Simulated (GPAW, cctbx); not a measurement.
## Mg6TlCd: deformation density and structure factors from DFT

Aim: compute the bonding part of the density of Mg6TlCd, find which reflections carry it, and see how it biases an ordinary refinement.

The start was made by putting kin elements into a known structure type; the compound need not exist, or be stable, in this form. All numbers below are calculated.

**1. Relax the structure**

The density hangs on the geometry, so cell and atoms are relaxed first, with the symmetry held. The cutoff is set higher than for the density because stress converges slowly with plane waves.

Settings: GPAW 26.7.0, PBE, 570 eV, 4×4×4 k-points, Fermi–Dirac width 0.1 eV, BFGS to 0.03 eV/Å.

```text
cell
1.0
    -5.171000000    0.000000000    0.000000000
     0.000000000   -6.398000000    0.000000000
     0.000000000    3.199000000    5.589500000
Tl Cd Mg
1 1 6
Direct
0.000000000 0.835400000 0.670800000
0.500000000 0.670200000 0.340400000
0.500000000 0.165900000 0.331800000
0.500000000 0.156000000 0.820200000
0.500000000 0.664200000 0.820200000
0.000000000 0.331600000 0.663200000
0.000000000 0.339200000 0.176200000
0.000000000 0.837000000 0.176200000
```

```console
$ OMP_NUM_THREADS=1 mpirun -n 4 gpaw python run.py > gpaw.log
```

```text
BFGS:    0      -13.551370        0.491130
BFGS:    1      -13.558737        0.466842
BFGS:    2      -13.622840        0.101277
BFGS:    3      -13.623828        0.098032
...
BFGS:   10      -13.639234        0.069324
BFGS:   11      -13.640016        0.043739
BFGS:   12      -13.640709        0.026304
cell  5.2444 6.3121 6.3727  119.69 90.00 90.00
volume 183.269 A^3, largest force 0.027 eV/A, largest stress 0.10 GPa
```

After 12 steps the volume has changed by -0.9 % and the energy by -0.089 eV; the largest stress left is 0.10 GPa. It took 7.1 min on 4 cores of Arm Neoverse V2 (shared host), peak memory 1.5 GiB.

Relaxed structure: Amm2 (no. 38), a = 5.2444 Å, b = 6.3121 Å, c = 11.0726 Å, α = 90.00°, β = 90.00°, γ = 90.00°.

| atom | mult. | x | y | z |
| --- | --- | --- | --- | --- |
| Tl1 | 2 | 0 | 1/2 | 0.3418 |
| Cd1 | 2 | 1/2 | 1/2 | 0.1523 |
| Mg1 | 2 | 1/2 | 0 | 0.1673 |
| Mg2 | 4 | 1/2 | 0.2502 | 0.4126 |
| Mg3 | 2 | 0 | 0 | 0.3352 |
| Mg4 | 4 | 0 | 0.7472 | 0.0889 |

**2. Density and charge transfer**

X-rays see the whole electron density, so the PAW density is rebuilt with its core regions. Subtracting spherical free atoms from the same code cancels the cores and leaves the deformation density Δρ, the part due to bonding.

Settings: PBE, 450 eV, 5×4×4 k-points (along the axes of the calculation cell), Fermi–Dirac width 0.1 eV; primitive cell of 8 atoms.

```console
$ OMP_NUM_THREADS=1 mpirun -n 4 gpaw python run.py > gpaw.log
```

```text
|iter:   1|       0s |  -13.656757 | +0.36 |       |
|iter:   2|       2s |  -13.617523 | -1.35 | -1.47 |
|iter:   3|       4s |  -13.380276 | -1.60 | -1.51 |
...
|iter:  10|      18s |  -13.388789c| -6.75 | -5.15c|
|iter:  11|      20s |  -13.388789c| -7.34 | -5.62c|
|iter:  12|      21s |  -13.388789c| -7.80c| -6.03c|
```

```text
grid (54, 64, 64)  electrons 201.000  moved by bonding 1.188 e
deformation density beyond 0.5 A of the nuclei: max 0.032, min -0.058 e/A^3
atom        x       y       z   Voronoi charge  moment
Tl1    0.0000  0.1582  0.3164     -0.147       0.00
Cd2    0.5000  0.3477  0.6954      0.016       0.00
Mg3    0.5000  0.8328  0.6655     -0.002       0.00
Mg4    0.5000  0.3372  0.1748      0.035       0.00
Mg5    0.5000  0.8376  0.1748      0.035       0.00
Mg6    0.0000  0.6648  0.3297      0.004       0.00
Mg7    0.0000  0.1639  0.8222      0.029       0.00
Mg8    0.0000  0.6583  0.8222      0.029       0.00
mean inner potential of superposed free atoms 13.407 V
total magnetic moment 0.000 muB
```

Deformation density in a plane through the shortest contact of the Cd atom at the origin, in 0.01 e/Å³ (clipped at ±99); x from -1.6 to 4.7 Å, y from 2.4 down to -2.4 Å:

```text
  .  -1  -2   1   1  -2  -1   .   .  -2   0   2   1  -2   0   .
 -2  -3   0   2   2   0  -2  -3  -3  -1   2   3   2   0  -3  -3
 -2   0   1   3   3   2   0  -1  -1   1   2   3   2   1  -1  -1
  0   1   2   1   1   1   1   1   1   1   1   1   1   0   0   1
  1   1  -1  -5  -6  -4   0   1   1  -1  -2  -2  -2  -2   0   1
  1   0  -5  -1   .  -4  -2   1   0  -2  -1   .   0  -3  -1   1
  1  -1  -5   .   .  -1  -4   1   1  -2   0   .   .  -3  -1   1
  1   0  -5  -2   .  -4  -2   2   1  -2  -1   .   0  -3  -1   1
  2   1  -1  -5  -5  -4   1   3   2   0  -2  -3  -3  -1   1   2
  1   1   0   0   0   1   2   2   2   1   0  -1   0   0   1   1
  0   0   0   1   1   1   1   0   0   0   1   1   1   0  -1  -1
 -3  -3  -1   0   1   0  -2  -3  -3  -2   0   1   1  -1  -3  -2
  0  -2  -3   0   0  -2  -2   .   1  -3  -1   1   0  -3   0   .
```

Atoms in or within 0.15 Å of the plane: Cd (0.0, 0.0), Mg (3.1, 0.0) Å. Dots mark points within about 0.45 Å of a nucleus; large values next to them are atomic features.

Tl gains most (-0.15 e) and Mg loses most (+0.02 e), in averages over each element's sites, which isn't the order of electronegativity: valence and coordination count too, and Voronoi cells cut space at the midplane whatever the atoms' sizes. Along the shortest contact from the Cd atom at the map's origin, Cd–Mg at 3.09 Å, Δρ is +0.01 e/Å³ at the midpoint: little piles up between the atoms, as is usual in a metallic crystal, which this run finds. At the midpoints of other shortest contacts it is +0.01 (Mg–Mg, 3.12 Å), +0.02 (Tl–Mg, 3.16 Å) and +0.01 (Tl–Cd, 3.36 Å) e/Å³. Point values carry grid noise of about 0.01 e/Å³. The run needed 12 iterations, 30 s.

**3. From the density to structure factors**

The Fourier components of Δρ, added to those of the free atoms, give the static X-ray structure factors; the Mott–Bethe relation turns them into the Fourier components V of the potential that fast electrons feel.

```text
static structure factors of the conventional cell: F in electrons, V (Mott-Bethe) in volts
   h  k  l      d  |F| table  |F| free   |F| DFT   change   |V| free  |V| DFT  change %
   0  0  2  5.5363    94.662    94.519    94.643    0.123     1.175    1.133     -3.6
   0  1  1  5.4837   170.242   170.103   170.095   -0.008     2.302    2.307      0.2
   1  0  0  5.2444    64.118    63.953    64.175    0.221     0.704    0.628    -10.8
   1  0  2  3.8074   183.620   183.506   183.610    0.103     2.492    2.474     -0.7
   1  1  1  3.7901   123.102   123.015   123.141    0.126     1.638    1.618     -1.3
   0  1  3  3.1862    77.542    77.511    77.628    0.118     0.990    0.979     -1.1
   0  2  0  3.1561   189.881   189.774   189.983    0.209     2.523    2.497     -1.0
   0  0  4  2.7681   224.594   224.519   223.944   -0.575     4.532    4.589      1.3
   0  2  2  2.7418   144.094   144.057   143.638   -0.419     2.931    2.975      1.5
   1  1  3  2.7230   179.535   179.433   179.489    0.055     2.314    2.308     -0.2
   1  2  0  2.7041    60.492    60.509    60.565    0.057     0.505    0.500     -1.0
   2  0  0  2.6222   324.584   324.392   323.271   -1.121     6.673    6.769      1.4
   1  0  4  2.4481   238.208   237.999   236.982   -1.017     4.742    4.819      1.6
   1  2  2  2.4298   291.122   290.851   289.589   -1.263     5.665    5.759      1.7
```

The largest X-ray change is -1.26 e on 122, 0.4 % of |F|. For electrons V goes as (Z − F)/g², so a change of F counts against Z − F, which is small at low angle and wherever the atoms' terms cancel: |V| of 100 moves by -10.8 % (0.70 to 0.63 V) against +0.3 % in |F|. The last three rows still change by up to 1.26 e; the table stops while the angles are still low. The tabulated Hartree–Fock atoms differ from the free DFT atoms by up to 0.27 e, so the choice of reference atom matters too.

**4. The functional ladder**

The same geometry is run with other functionals, to see whether the bonding signal is larger than the spread between approximations. Free atoms are LDA for LDA and PBE otherwise; meta-GGAs and hybrids keep PBE cores. Any other changed setting is in the row's label.

| run | ΔF 200 (e) | ΔF 004 (e) | ΔF 022 (e) | q(Tl) (e) | moved (e) | time |
| --- | --- | --- | --- | --- | --- | --- |
| PBE | -1.121 | -0.575 | -0.419 | -0.147 | 1.188 | 30 s |
| LDA | -1.076 | -0.546 | -0.405 | -0.162 | 1.158 | 26 s |
| SCAN | -1.112 | -0.589 | -0.522 | -0.244 | 1.378 | 96 s |

At the base's settings ΔF(200) spans -1.121 to -1.076 e, a spread of 4 % of the PBE value; over the three listed reflections the spread is at most 28 %, so the sign holds and the size hangs on the functional. Times are from shared hosts.

**5. Refining ordinary atoms against data with bonding**

Routine crystallography fits spherical atoms. To see the bias, intensities are simulated from tabulated atoms plus the DFT change ΔF, so that bonding alone can misfit (12014 reflections of the full sphere, merged to the counts below, to 0.4 Å, 1 % proportional noise plus counting noise, assumed isotropic U as listed, Δρ smeared by the mean U) and refined with cctbx over different ranges.

```csv
range,data,R1,GooF,U Tl1 (true 0.0025),U Cd1 (true 0.0031),U Mg1 (true 0.0049),U Mg2 (true 0.0049),largest shift (Å),"Δρ max, min (e/Å³)"
all data,3320,0.0054,0.94,0.0025,0.0031,0.0049,0.0049,0.0006,"0.52, -0.36"
"low resolution, d > 0.84",397,0.0039,0.95,0.0024,0.0031,0.0049,0.0050,0.0050,"0.17, -0.13"
"high order, d < 0.75",2770,0.0059,0.94,0.0025,0.0031,0.0049,0.0049,0.0009,"0.41, -0.35"
"occupancies free, d > 0.7",664,0.0040,0.94,0.0025,0.0031,0.0048,0.0050,0.0011,"0.20, -0.18"
```

With all data GooF is 0.94, so at this noise the bonding hardly shows; the top residual peak lies 1.45 Å from Mg and 2.12 Å from Mg. No U is off by more than 3 s.u. at low resolution. With Tl1 held at 1 and the scale free, the other occupancies refine to Cd1 1.000(0.001), Mg1 1.000(0.006), Mg2 1.000(0.004) and Mg3 1.000(0.004), within three s.u. of full.

**6. Answer**

Bonding moves 1.19 e in the primitive cell of Mg6TlCd and changes the structure factors of the conventional cell in the table above by at most 1.26 e (122, 0.4 %). The shortest bond, Cd–Mg, has Δρ = +0.01 e/Å³ at its midpoint, with no localised bond charge. At the base's settings ΔF(200) spans -1.121 to -1.076 e, a spread of 4 % of the PBE value; over the three listed reflections the spread is at most 28 %, so the sign holds and the size hangs on the functional. With all data GooF is 0.94, so at this noise the bonding hardly shows. Limits: static density, frozen cores, no spin–orbit coupling.

[Outputs are excerpts: Python notices, other lines and further rows are left out; steps that failed or that the build refused (PBEsol, TPSS) are not shown.]

[Logs are printed without paths, hosts, clocks, repeated set-up lines and the standing remarks that a program may print on its own settings, such as how far it seeks lower states.]
